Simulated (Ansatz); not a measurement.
# Lattice dynamics of NaSbSe3 (model cell, started as cubic perovskite with Sb in the octahedra)

How does NaSbSe3 (model cell, started as cubic perovskite with Sb in the octahedra) vibrate, and is this structure a minimum?

Program: Ansatz 0.2.0. Level of theory: DFT r2SCAN, scalar-relativistic, plane waves, PAW; PAW set soft_1. Results are calculated unless marked as measured.

The structure was built from a prototype and need not be the compound's stable phase.

**1. The structure**

The structure is cubic, space group Pm-3m (No. 221). Conventional cell: a = 5.057 Å, b = 5.057 Å, c = 5.057 Å, α = 90.00°, β = 90.00°, γ = 90.00°. Nearest to Na lie 12 Se at 3.58 Å. Nearest to Sb lie 6 Se at 2.53 Å. Nearest to Se lie 2 Sb at 2.53 Å and 4 Na at 3.58 Å. Farther neighbours and most contacts between anions are not listed.

**2. Rough relaxation**

A rough relaxation comes first, because large forces or stress need no tight tolerances yet.

The input, input.yaml:

```yaml
crystal:
  lattice:
    - [5.0568, 0.0, 0.0]
    - [0.0, 5.0568, 0.0]
    - [0.0, 0.0, 5.0568]
  atoms:
    - { symbol: Na, position: [0.0, 0.0, 0.0] }
    - { symbol: Sb, position: [0.5, 0.5, 0.5] }
    - { symbol: Se, position: [0.5, 0.5, 0.0] }
    - { symbol: Se, position: [0.5, 0.0, 0.5] }
    - { symbol: Se, position: [0.0, 0.5, 0.5] }
kpoints:
  mp_grid: { grid: [4, 4, 4] }
hamiltonian:
  xc: r2scan
  pseudopotentials: { kind: paw, azcp: { folder: soft_1 } }
scf:
  occupations: { method: gaussian, width: 0.1 }
output:
  forces: true
  stress: true
  eigenvalues: true
relax:
  adjacent_minimum: "off"
  f_tol: 0.05
  max_steps: 80
  cell: { stress_tol: 0.5 }
```

Run with:

```
> ansatz run input.yaml --threads 8 --pin off --max-ram 16384MiB --backend cpu --events-out ev --progress --plain --runs-dir out
```

Numbers of over 12 decimals in the logs are rounded to 6 here.

Log:

```text
The last accepted step is kept in <dir> (removed where the run ends without a failure and the disk answers)
Engine: ansatz 0.2.0, aarch64-unknown-linux-gnu
Pseudopotentials: kind: paw
Pseudopotential: Na, paw, valence charge 9, recommended cutoff 500 eV (meta_gga), soft_1/Na.paw.azcp
Pseudopotential: Sb, paw, valence charge 15, recommended cutoff 500 eV (meta_gga), soft_1/Sb.paw.azcp
[...]
F+E_penalty+E_count = -24422.97022353 eV   max|allowed force component| = 6.350e-30 eV/Å   (the final SCF, on the basis selected at the relaxed cell)
  cell:  # Å, volume = 149.1213 Å³
    - [5.302898, 0, 0]
    - [0, 5.302898, 0.0]
    - [0, 0.0, 5.302898]
  atoms:
    - { symbol: Na, position: [0, 0, 0] }
    - { symbol: Sb, position: [0.5, 0.5, 0.5] }
    - { symbol: Se, position: [0.5, 0.5, 0] }
    - { symbol: Se, position: [0.5, 0, 0.5] }
    - { symbol: Se, position: [0, 0.5, 0.5] }
[key lines of the parts left out:]
SCF converged after 6 iterations
Free energy (F): -24422.970224 eV
Fermi energy:    4.811818 eV
P = ⅓ Tr σ = -0.0463 GPa (-0.463 kbar)
```

It took 4.7 s on 8 threads of Arm Neoverse V2, shared host; peak memory 0.9 GiB; 31 s of CPU time.

Relaxation path:

| step | energy less that of the first step (eV) | largest force component (eV/Å) | pressure (GPa) | volume (Å³) |
| --- | --- | --- | --- | --- |
| 1 | 0.0000 | 0.0000 | 8.35 | 129.31 |
| 2 | -0.4462 | 0.0000 | -0.05 | 149.12 |
| 3* | -0.4484 | 0.0000 | -0.05 | 149.12 |

Relaxation steps marked * repeat the geometry before them on a plane-wave basis chosen anew for their cell, so energy and pressure can jump there.

Forces are held to the 48 operations that the run works with; a distortion that breaks them can't arise in this run.

| conventional cell, symmetrised | before | after | change |
| --- | --- | --- | --- |
| a (Å) | 5.057 | 5.303 | +4.9 % |
| b (Å) | 5.057 | 5.303 | +4.9 % |
| c (Å) | 5.057 | 5.303 | +4.9 % |
| volume (Å³/atom) | 25.86 | 29.82 | +15.3 % |

Final coordinates:

```xyz
5
Lattice="5.3029 0.0000 0.0000 0.0000 5.3029 0.0000 0.0000 0.0000 5.3029" Properties=species:S:1:pos:R:3 pbc="T T T"
Na    0.0000    0.0000    0.0000
Sb    2.6514    2.6514    2.6514
Se    2.6514    2.6514    0.0000
Se    2.6514    0.0000    2.6514
Se    0.0000    2.6514    2.6514
```

Numbers from this step:

| Quantity | Value |
| --- | --- |
| pressure | -0.04635 GPa |
| volume per atom | 29.82 Å³ |
| gap on the k-mesh | 0 eV |

In this step the volume went from 25.86 to 29.82 Å³/atom.

**3. Bringing the structure to rest**

Harmonic phonons are second derivatives at a point where the forces vanish, and they are wanted at zero stress, so atoms and cell are relaxed first.

input.yaml, the sections that differ from step 2:

```yaml
crystal:
  lattice:
    - [5.3028979029, 0.0, 0.0]
    - [0.0, 5.3028979029, 0.0]
    - [0.0, 0.0, 5.3028979029]
  atoms:
    - { symbol: Na, position: [0.0, 0.0, 0.0] }
    - { symbol: Sb, position: [0.5, 0.5, 0.5] }
    - { symbol: Se, position: [0.5, 0.5, 0.0] }
    - { symbol: Se, position: [0.5, 0.0, 0.5] }
    - { symbol: Se, position: [0.0, 0.5, 0.5] }
kpoints:
  mp_grid: { grid: [8, 8, 8] }
relax:
  adjacent_minimum: "off"
  f_tol: 0.005
  max_steps: 80
  cell: { stress_tol: 0.05 }
# hamiltonian, scf, output: as in step 2
```

Log:

```text
[...]
Crystal: 5 atoms, lattice volume = 149.121 Å³
Basis set: ecut = 500 eV, 3791 PW (Γ), exchange–correlation on 160×160×160 points (64 copies of the dense FFT grid, shifted against one another)
Bands: 44, of which v1, the nominal top of the filled ones, is band 36 counted from 1 (35 counted from 0)
Symmetry: 48 space group operations
[...]
k-points: 35 of 512
[...]
--- Relaxed structure (2 steps of the walk, 2 accepted, 1 SCFs on fresh bases) ---
[...]
cell:  # Å, volume = 151.1365 Å³
    - [5.326678, 0, 0]
    - [0, 5.326678, 0.0]
    - [0, 0.0, 5.326678]
  atoms:
    - { symbol: Na, position: [0, 0, 0] }
    - { symbol: Sb, position: [0.5, 0.5, 0.5] }
    - { symbol: Se, position: [0.5, 0.5, 0] }
    - { symbol: Se, position: [0.5, 0, 0.5] }
    - { symbol: Se, position: [0, 0.5, 0.5] }
[key lines of the parts left out:]
SCF converged after 6 iterations
Free energy (F): -24422.950760 eV
Fermi energy:    4.696033 eV
P = ⅓ Tr σ = 0.0180 GPa (0.180 kbar)
```

The job ended after 12 s (8 threads; peak memory 1.1 GiB; 87 s of CPU time).

Step by step:

| step | energy less that of the first step (eV) | largest force component (eV/Å) | pressure (GPa) | volume (Å³) |
| --- | --- | --- | --- | --- |
| 1 | 0.0000 | 0.0000 | 0.56 | 149.12 |
| 2 | -0.0034 | 0.0000 | 0.02 | 151.14 |
| 3* | -0.0036 | 0.0000 | 0.02 | 151.14 |

Relaxation steps marked * repeat the geometry before them on a plane-wave basis chosen anew for their cell, so energy and pressure can jump there.

Forces are held to the 48 operations that the run works with; a distortion that breaks them can't arise in this run.

| conventional cell, symmetrised | before | after | change |
| --- | --- | --- | --- |
| a (Å) | 5.303 | 5.327 | +0.4 % |
| b (Å) | 5.303 | 5.327 | +0.4 % |
| c (Å) | 5.303 | 5.327 | +0.4 % |
| volume (Å³/atom) | 29.82 | 30.23 | +1.4 % |

Final coordinates:

```cif
data_structure
_symmetry_space_group_name_H-M 'P 1'
_symmetry_Int_Tables_number 1
_cell_length_a 5.3267
_cell_length_b 5.3267
_cell_length_c 5.3267
_cell_angle_alpha 90.000
_cell_angle_beta 90.000
_cell_angle_gamma 90.000
_cell_volume 151.14
loop_
_atom_site_label
_atom_site_type_symbol
_atom_site_fract_x
_atom_site_fract_y
_atom_site_fract_z
_atom_site_occupancy
Na1 Na 0.00000 0.00000 0.00000 1
Sb2 Sb 0.50000 0.50000 0.50000 1
Se3 Se 0.50000 0.50000 0.00000 1
Se4 Se 0.50000 0.00000 0.50000 1
Se5 Se 0.00000 0.50000 0.50000 1
```

Numbers from this step:

- pressure: 0.01804 GPa
- volume per atom: 30.23 Å³

In this step the volume went from 29.82 to 30.23 Å³/atom.

**4. Relaxing to small forces for the phonons**

Phonons need a cell at rest on their own settings, so the relaxation is repeated with tight tolerances on forces and stress on the k mesh and occupations of the first response run.

The input, input.yaml:

```yaml
crystal:
  lattice:
    - [5.3266782176, 0.0, 0.0]
    - [0.0, 5.3266782176, 0.0]
    - [0.0, 0.0, 5.3266782176]
  atoms:
    - { symbol: Na, position: [0.0, 0.0, 0.0] }
    - { symbol: Sb, position: [0.5, 0.5, 0.5] }
    - { symbol: Se, position: [0.5, 0.5, 0.0] }
    - { symbol: Se, position: [0.5, 0.0, 0.5] }
    - { symbol: Se, position: [0.0, 0.5, 0.5] }
kpoints:
  mp_grid: { grid: [8, 8, 8] }
hamiltonian:
  xc: r2scan
  pseudopotentials: { kind: paw, azcp: { folder: soft_1 } }
scf:
  occupations: { method: methfessel_paxton, width: 0.2 }
output:
  forces: true
  stress: true
  eigenvalues: true
  write_density: true
  write_potential: true
  elf: true
  volumetric_format: npy
relax:
  adjacent_minimum: "off"
  f_tol: 0.001
  max_steps: 60
  cell: { stress_tol: 0.01 }
```

Log:

```text
[...]
Crystal: 5 atoms, lattice volume = 151.137 Å³
Basis set: ecut = 500 eV, 3887 PW (Γ), exchange–correlation on 160×160×160 points (64 copies of the dense FFT grid, shifted against one another)
Bands: 44, of which v1, the nominal top of the filled ones, is band 36 counted from 1 (35 counted from 0)
[... 1 set-up line as in the run before ...]
[...]
k-points: 35 of 512
[...]
cell:  # Å, volume = 151.1365 Å³
    - [5.3266782176, 0.0, 0.0]
    - [0.0, 5.3266782176, 0.0]
    - [0.0, 0.0, 5.3266782176]
  atoms:
    - { symbol: Na, position: [0.0, 0.0, 0.0] }
    - { symbol: Sb, position: [0.500000, 0.500000, 0.500000] }
    - { symbol: Se, position: [0.500000, 0.500000, 0.0] }
    - { symbol: Se, position: [0.500000, 0.0, 0.500000] }
    - { symbol: Se, position: [0.0, 0.500000, 0.500000] }
[key lines of the parts left out:]
SCF converged after 5 iterations
Free energy (F): -24422.941079 eV
Fermi energy:    4.696789 eV
P = ⅓ Tr σ = 0.0076 GPa (0.076 kbar)
```

Elapsed: 9.2 s, on 8 threads; peak memory 1.1 GiB; 69 s of CPU time.

Little changed from the start: no atom moved by 0.005 Å and no cell edge by 0.1 %.

Numbers from this step:

```yaml
pressure: 0.007604 GPa
```

ELF in the ac plane at fractional y = 0.500, with atoms of Sb and Se within 0.2 Å of it. It is the smooth field of the valence electrons, not physical close to the nuclei.

Ten even steps from '_' (0.01) to '@' (0.83), each cell a mean:
```
____::**@@@@**--==%%@@%%==____
..____--##%%%%##%%%%%%++..__..
**==....::++######**==..__::++
@@%%++....--++++++==::..--**@@
@@@@##==--==========----**%%@@
**##%%**====::....--==++##%%##
..++%%##++--..____::==**%%##::
--**%%##++--..____::==**####==
%%@@%%++====--::--======##%%@@
@@@@**--::--========--::==%%@@
%%**--....==******++--....==##
--..__..++##%%%%%%%%**--__..::
____..++%%@@##++**%%@@##--____
____::##@@@@**..::%%@@@@++..__
```
Columns run along a (5.3 Å), rows up along c (5.3 Å). Atoms in or near the plane, at fractional coordinates: Sb at (0.50, 0.50), Se at (0.50, 0.00), Se at (0.00, 0.50).

Valence density in the ac plane at fractional y = 0.500, with atoms of Sb and Se within 0.2 Å of it. It is the smooth field of the valence electrons, not physical close to the nuclei.

Ten steps, logarithmic in the rise over the least value, from '0' (0 e/Å³) to '9' (38 e/Å³), each cell a mean:
```
000012587310000
000001233210000
000001111100000
100000111100001
221001222110112
642112465311125
962113677521248
852112576411137
421111344211123
110001111100011
000000111100000
000001222110000
000012465210000
000012699410000
```
Columns run along a (5.3 Å), rows up along c (5.3 Å). Atoms in or near the plane, at fractional coordinates: Sb at (0.50, 0.50), Se at (0.50, 0.00), Se at (0.00, 0.50).

Electrostatic potential energy in the ac plane at fractional y = 0.500, with atoms of Sb and Se within 0.2 Å of it. With pseudopotentials it is smooth inside the atoms' cores, unlike the true potential.

Ten even steps from '_' (-36 eV) to '@' (10 eV), each cell a mean:
```
@@@@@@@@%%++**@@%%++##@@@@@@@@
@@@@@@@@@@##++++++**%%@@@@@@@@
@@@@@@@@@@%%######%%@@@@@@@@@@
@@@@@@@@@@%%######%%@@@@@@@@@@
++**%%@@%%##==----++%%%%%%##**
##++**%%##==______..**%%##++**
@@##++####::________==##**++@@
@@**++####::________++%%**++%%
++++##%%%%++::....--##%%%%**++
##%%@@@@@@%%**++**##%%@@@@%%%%
@@@@@@@@@@%%%%##%%%%@@@@@@@@@@
@@@@@@@@@@%%**++++##@@@@@@@@@@
@@@@@@@@@@**++##**++%%@@@@@@@@
@@@@@@@@%%++##@@@@++##@@@@@@@@
```
Columns run along a (5.3 Å; values clipped at the 3rd and 97th percentile), rows up along c (5.3 Å). Atoms in or near the plane, at fractional coordinates: Sb at (0.50, 0.50), Se at (0.50, 0.00), Se at (0.00, 0.50).

The forces vanish by symmetry and the pressure is 0.008 GPa, within the tolerances set. The cell now holds 30.23 Å³/atom.

**5. Linear response at the zone centre**

The zone centre is the only wavevector solved here; it holds the modes that light can see, as far as symmetry allows. No field response is asked, since the mesh shows no gap.

Edit input.yaml of step 4 so:

```diff
@@ -19,13 +19,4 @@
 output:
-  forces: true
-  stress: true
   eigenvalues: true
-  write_density: true
-  write_potential: true
-  elf: true
-  volumetric_format: npy
-relax:
-  adjacent_minimum: "off"
-  f_tol: 0.001
-  max_steps: 60
-  cell: { stress_tol: 0.01 }
+phonons:
+  method: dfpt
```

Log:

```text
[...]
Crystal: 5 atoms, lattice volume = 151.137 Å³
Basis set: ecut = 500 eV, 3887 PW (Γ), exchange–correlation on 320×320×320 points (512 copies of the dense FFT grid, shifted against one another)
Bands: 44, of which v1, the nominal top of the filled ones, is band 36 counted from 1 (35 counted from 0)
[... 1 set-up line as in the run before ...]
k-points: 170 of 512 (irreducible under 2 space group operations, time reversal used)
[...]
SCF iter  10: F=-24422.941080 eV  HF=-24422.941080 eV  |F-HF|=3.64e-12  |Δ(HF+E_count)|=  1.82e-11  S|Δr|=    0.00e0  Δρ=4.60e-8  dr2=2.61e-12  dr2_τ=1.35e-13  ethr=1.00e-12  ⟨swp⟩=13.6  Hψ=39975  notcnv=0
SCF 1 converged in 10 iterations: F = -24422.941080 eV  dr2 = 2.61e-12
[...]
DFPT response loops at Γ: preconditioner auto → none (partly filled bands, converged f_vac=0.199); β = 0.50; Broyden in place of MSR1
SCF converged after 10 iterations
[...]
Free energy (F): -24422.941080 eV
[...]
Internal energy: -24422.942458 eV  (E = F + TS)
E sigma→0 (E₀):  -24422.941424 eV
Entropy (-TS):   0.001378 eV (0.276 meV/atom)
Fermi energy:    4.696790 eV
[...]
--- Band table (eV; the first three rows and the last of 170) ---
  k-point 0: bands = [... 32 lower, 4.0606, 4.0606, 4.0720, 4.0720, 4.0720, 7.8662, 10.6250, 10.6250, ... 4 higher]
  k-point 1: bands = [... 32 lower, 3.9596, 3.9916, 4.0087, 4.0717, 4.0717, 8.1018, 10.6744, 10.8261, ... 4 higher]
  k-point 2: bands = [... 32 lower, 3.7156, 3.8896, 3.9070, 4.0833, 4.0833, 8.6698, 9.9369, 10.8074, ... 4 higher]
  k-point 169: bands = [... 32 lower, 3.4601, 5.1967, 5.1967, 5.1967, 5.7632, 5.7632, 5.7632, 7.9860, ... 4 higher]
--- Phonons (Γ-DFPT): 4 representative perturbations + reference, on 170 of 512 k-points (Σ response iterations 28) ---
  k mesh reduced under 2 symmetry operations, with k and −k counted as one. Each operation leaves every solved perturbation unchanged. A smaller set is not considered because the functional reads the kinetic-energy density
  ASR residual: 1.163e-4 → 0.000e0 eV/Å²; symmetrization residual: 1.341e-5 eV/Å²
  ASR residual per site (eV/Å²): 1.16e-4 4.94e-5 3.77e-5 3.77e-5 3.77e-5
  Γ frequencies (cm⁻¹): -86.08 -86.08 -86.08 -51.79 -51.79 -51.79 -46.20 -46.20 -46.20 0.00 0.00 0.00 123.75 123.75 123.75
  non-analytic LO–TO correction: not included (Born effective charges unavailable; polar crystals: no LO–TO splitting at Γ)
```

Elapsed: 4 min, on 8 threads; peak memory 10 GiB.

Numbers from this step:

* sum-rule residual before enforcement: 1.16e-4 eV/Å²
* point group: m-3m
* highest optical mode at the zone centre (no LO-TO term): 123.8 cm⁻¹
* lowest optical zone-centre mode: -86.08 cm⁻¹

Patterns of degenerate modes are one choice out of their space. The modes at Γ (shares of kinetic energy by element, %) (negative means imaginary):

| mode | frequency (cm⁻¹) | symmetry | Na % | Sb % | Se % |
| --- | --- | --- | --- | --- | --- |
| 1 | -86.1 | T1u | 27 | 25 | 48 |
| 2 | -86.1 | T1u | 27 | 25 | 48 |
| 3 | -86.1 | T1u | 27 | 25 | 48 |
| 4 | -51.8 | T2u | 0 | 0 | 100 |
| 5 | -51.8 | T2u | 0 | 0 | 100 |
| 6 | -51.8 | T2u | 0 | 0 | 100 |
| 7 | -46.2 | T1u | 67 | 26 | 7 |
| 8 | -46.2 | T1u | 67 | 26 | 7 |
| 9 | -46.2 | T1u | 67 | 26 | 7 |
| 10 | 0.0 | acoustic | 6 | 32 | 62 |
| 11 | 0.0 | acoustic | 6 | 32 | 62 |
| 12 | 0.0 | acoustic | 6 | 32 | 62 |
| 13 | 123.8 | T1u | 0 | 17 | 83 |
| 14 | 123.8 | T1u | 0 | 17 | 83 |
| 15 | 123.8 | T1u | 0 | 17 | 83 |

Displacements in mode 2 (-86.1 cm⁻¹), the largest set to 1:
```
Na1 -0.06 -0.06  1.00
Sb2 -0.03 -0.02  0.42
Se3  0.03  0.03  0.08
Se4  0.03  0.00 -0.51
Se5  0.00  0.03 -0.51
```

Displacements in mode 7 (-46.2 cm⁻¹), the largest set to 1:
```
Na1 -0.04  0.79  1.00
Sb2  0.01 -0.22 -0.27
Se3  0.00  0.09 -0.08
Se4  0.00 -0.07  0.11
Se5  0.00  0.09  0.11
```

Before it was imposed, the acoustic sum rule was missed by 1.2e-4 eV/Å². Small misses are needed for a sound result but don't prove that mesh and cutoff are converged. The lowest optical mode is imaginary, 86.1i cm⁻¹, so the energy falls along it.

**6. What came out**

```yaml
space_group_after_relaxation_within_0p01_a: Pm-3m
volume_per_atom: 30.2 Å³
electronic_character: no gap on this mesh
highest_optical_mode_at_the_zone_centre_no_lo_to_term: 124 cm⁻¹
lowest_optical_zone_centre_mode: -86.1 cm⁻¹
imaginary_modes_at_gamma_the_only_wavevector_solved: yes
```

In words: A zone-centre mode is imaginary (86.1i cm⁻¹), so this structure is not a minimum of the energy. The optical modes at Γ span -86 to 124 cm⁻¹ (negative means imaginary). No dispersion was computed. The highest mode in this list at Γ, 123.8 cm⁻¹, is mostly motion of Se (83 % of the kinetic energy). With no gap, or one that is small against the smearing, the frequencies hang on the k mesh and the smearing, most of all near Kohn anomalies. Spin-orbit coupling is left out, which can matter for the heavy elements here. The starting cell was built on a prototype and not taken from a measurement, so the phase need not exist. These are harmonic frequencies at zero temperature: anharmonic shifts, linewidths and thermal expansion are left out.

[Logs are printed without paths, hosts, clocks, repeated set-up lines and the standing remarks that a program may print on its own settings, such as how far it seeks lower states.]

[Hosts, paths, dates, database ids (printed as entryN), source tags and the programs' standing remarks are cut or masked in the printed files.]
